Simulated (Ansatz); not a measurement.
# How many bands does the GW gap of BaTiO3 (Barioperovskite) need?, part 2 of 2

Aim: see how the G0W0 gap of BaTiO3 (Barioperovskite) on LDA moves with empty bands and screening cutoff, and what each rung costs.

Ansatz 0.2.0; G0W0 on LDA, plane waves, PAW. Known limits of the many-body steps: not at the basis limit; no spin-orbit coupling; coarse k mesh.

So far. Step 4 (509 empty bands, screening to 230 eV): Against the run with 4×4×4 mesh, 236 empty bands, screening to 138 eV, the gap moves by +0.06 eV.

### Step 5. Changing the frequency model: 4×4×4 mesh, 509 empty bands, screening to 230 eV, plasmon pole

A plasmon pole stands in for the full frequency dependence of the screening; this run shows what that costs in accuracy.

Contents of input.yaml:

```yaml
crystal:
  lattice:
    - [3.9855, 0.0, 0.0]
    - [0.0, 2.8369, 2.84515]
    - [0.0, -2.8369, 2.84515]
  atoms:
    - { symbol: Ba, position: [0.0, 0.0, 0.0] }
    - { symbol: Ti, position: [0.5, 0.5124, 0.5124] }
    - { symbol: O, position: [0.0, 0.4874, 0.4874] }
    - { symbol: O, position: [0.5, 0.50524, 0.99184] }
    - { symbol: O, position: [0.5, 0.99184, 0.50524] }
kpoints:
  mp_grid: { grid: [4, 4, 4] }
hamiltonian:
  xc: lda
scf:
  occupations: { method: fixed }
gw:
  n_empty_bands: 509
  ecut_chi: 230.0
  qp_bands: [v2, c2]
  qp_kpoints: band_edges
  screening: { model: godby_needs }
```

On the command line:

```
> ansatz run input.yaml --threads 3 --pin off --max-ram 92160MiB --backend cuda --events-out ev --progress --plain --runs-dir out --devices 1 --max-vram 13GiB
```

Numbers of over 12 decimals in the logs are rounded to 6 here.

The log of the run:

```text
GPUs: using 1 of 1 available (devices: 1).
[...]
GPU FFT provider: cuFFT
GPU libraries: cuBLAS 13.8.2, cuFFT 12.4.0, cuSOLVER 12.3.4
Crystal: 5 atoms, lattice volume = 64.337 Å³
Basis set: ecut = 420 eV, 1249 PW (Γ)
Bands: 25, of which v1, the nominal top of the filled ones, is band 20 counted from 1 (19 counted from 0)
Symmetry: 4 space group operations
[...]
k-points: 21 of 64 (time reversal used)
[...]
1    22     12.6419   -14.0416    -6.5353   -21.9581  0.7607    14.0349    14.0231  root
[...]
20    19      9.8648   -25.7593     4.5959   -20.8941  0.7533     9.5951     9.5955  root
    20    20      9.8753   -25.7542     4.5907   -20.8989  0.7535     9.6103     9.6107  root
    20    21     14.0510   -14.6758    -7.6508   -23.8535  0.7409    15.5881    15.5779  root
    20    22     14.0927   -14.7025    -7.7148   -23.9588  0.7347    15.6302    15.6342  root
[key lines of the parts left out:]
SCF converged after 8 iterations
Free energy (F): -9904.388729 eV
Fermi energy:    9.875320 eV
```

The job ended after 63 s (1 × NVIDIA H100 80GB HBM3 (shared by 6 runs) with 3 threads of AMD EPYC 7R13 (Zen 3), shared host; peak memory 2.9 GiB).

Numbers from this step:

| Property | Result |
| --- | --- |
| bands summed | 529 |
| plasmon-pole fit frequency | 29.28 eV |
| RPA ε∞ on this mesh (eigenvalues) | 6.481, 6.547, 6.608 |
| plane waves in the screening matrix | 485 |
| G0W0 gap on the mesh | 3.438 eV |
| k of the valence top | -0.5, -0.5, -0.5 |
| k of the conduction bottom | 0, 0, 0 |
| starting gap on the mesh | 1.817 eV |
| least direct G0W0 gap on the computed points | 3.611 eV |

Against the run with 4×4×4 mesh, 509 empty bands, screening to 230 eV, the gap moves by −0.03 eV.

### Step 6. Changing the files and raising the bands: 4×4×4 mesh, 755 empty bands, screening to 299 eV, hard PAW files

Other atomic data (hard PAW) test the pseudisation: the cutoff goes from 420 to 930 eV, with the same valence electrons. Bands and screening cutoff change too, so the step is no clean test of the files.

Edit input.yaml of step 5 so:

```diff
@@ -15,2 +15,3 @@
   xc: lda
+  pseudopotentials: { kind: paw, source: ansatz }
 scf:
@@ -18,6 +19,6 @@
 gw:
-  n_empty_bands: 509
-  ecut_chi: 230.0
+  n_empty_bands: 755
+  ecut_chi: 299.0
   qp_bands: [v2, c2]
   qp_kpoints: band_edges
-  screening: { model: godby_needs }
+  screening: { model: contour_deformation }
```

The log of the run:

```text
GPUs: using 1 of 1 available (devices: 1).
[...]
GPU FFT provider: cuFFT
GPU libraries: cuBLAS 13.8.2, cuFFT 12.4.0, cuSOLVER 12.3.4
Crystal: 5 atoms, lattice volume = 64.337 Å³
Basis set: ecut = 930 eV, 4123 PW (Γ)
Bands: 25, of which v1, the nominal top of the filled ones, is band 20 counted from 1 (19 counted from 0)
Symmetry: 4 space group operations
[...]
k-points: 21 of 64 (time reversal used)
[...]
1    22     12.6649   -14.0243    -6.8820   -21.9301  0.7064    13.7164    13.6888  root
[...]
20    19      9.8893   -25.7611     4.2804   -20.8962  0.7051     9.2969     9.3049  root
    20    20      9.8997   -25.7564     4.2726   -20.9017  0.7050     9.3097     9.3176  root
    20    21     14.0778   -14.6582    -8.1724   -23.8273  0.6608    15.1153    15.0745  root
    20    22     14.1201   -14.6847    -8.2501   -23.9318  0.6579    15.1588    15.1171  root
[key lines of the parts left out:]
SCF converged after 10 iterations
Free energy (F): -9890.317771 eV
Fermi energy:    9.899667 eV
```

Wall time 72 s (1 × NVIDIA H100 80GB HBM3 (shared by 6 runs) with 3 threads); peak memory 3.9 GiB; 2 min of CPU time.

This step gave:

- bands summed: 775
- RPA ε∞ on this mesh (eigenvalues): 6.480, 6.545, 6.606
- plane waves in the screening matrix: 741
- G0W0 gap on the mesh: 3.493 eV
- k of the valence top: -0.5, -0.5, -0.5
- k of the conduction bottom: 0, 0, 0
- starting gap on the mesh: 1.814 eV
- least direct G0W0 gap on the computed points: 3.677 eV

Against the run with 4×4×4 mesh, 509 empty bands, screening to 230 eV, the gap moves by +0.02 eV.

### Step 7. Convergence and cost

Times are wall times on 1 × NVIDIA H100 80GB HBM3 (shared by 6 runs) with 3 threads of AMD EPYC 7R13 (Zen 3), shared host, good to a factor of about two.

```tsv
mesh	files	frequency	bands summed	cutoff (eV)	start (eV)	G0W0 (eV)	time	host memory (GiB)
4×4×4	default PAW	contour deformation	103	69	1.817	3.456	11 s	1.1
4×4×4	default PAW	contour deformation	256	138	1.817	3.408	16 s	1.3
4×4×4	default PAW	contour deformation	529	230	1.817	3.471	55 s	2.1
4×4×4	default PAW	plasmon pole	529	230	1.817	3.438	63 s	2.9
4×4×4	hard PAW	contour deformation	775	299	1.814	3.493	72 s	3.9
```

The parts of the quasiparticle energy at the two band edges (eV; QP = start + Σx + Σc − Vxc):

```tsv
run	edge	start	Σx	Σc	Vxc	Z	QP
103 bands	valence top	9.88	-25.75	4.99	-20.90	0.72	10.01
103 bands	conduction bottom	11.69	-12.62	-6.16	-20.56	0.74	13.47
256 bands	valence top	9.88	-25.75	4.66	-20.90	0.71	9.68
256 bands	conduction bottom	11.69	-12.62	-6.54	-20.56	0.73	13.09
529 bands	valence top	9.88	-25.75	4.44	-20.90	0.71	9.46
529 bands	conduction bottom	11.69	-12.62	-6.70	-20.56	0.73	12.93
```

### Step 8. Results

- 103 bands, 69 eV: 3.456 eV
- 256 bands, 138 eV: 3.408 eV
- 529 bands, 230 eV: 3.471 eV
- mesh and start: 4×4×4, LDA

From 103 to 529 bands the gap moves by +0.01 eV while the time grows 5.2-fold. Σc changes by −0.56 eV at the valence top and −0.54 eV at the conduction bottom, so the levels themselves move more than the gap between them. The gap turns back along the series, so no limit is drawn from it. The plasmon-pole model gives −0.03 eV against contour deformation, 2 % of the correction, and saved no time in this program. With hard PAW files and 775 bands the gap is 3.49 eV. The 4×4×4 mesh is coarse for this cell (its supercell is 16 Å along the shortest edge). The RPA ε∞ on it, from the LDA start, is 6.48, 6.55 and 6.61; such meshes misread the long-range screening, most where the gap is narrow. The many-body steps are scalar-relativistic: spin-orbit coupling is not in them.

[Paths, hosts, dates, memory and timing lines, banners, echoed tables and standing remarks are left out of the program output.]

[Logs are printed without paths, hosts, clocks, repeated set-up lines and the standing remarks that a program may print on its own settings, such as how far it seeks lower states.]

[Runs of the session that timed out or met a known fault of the program may be left out.]

[Cells called generated may have been cut or substituted from an entry of the Crystallography Open Database or the Materials Project.]

[Hosts, paths, dates, database ids (printed as entryN), source tags and the programs' standing remarks are cut or masked in the printed files.]
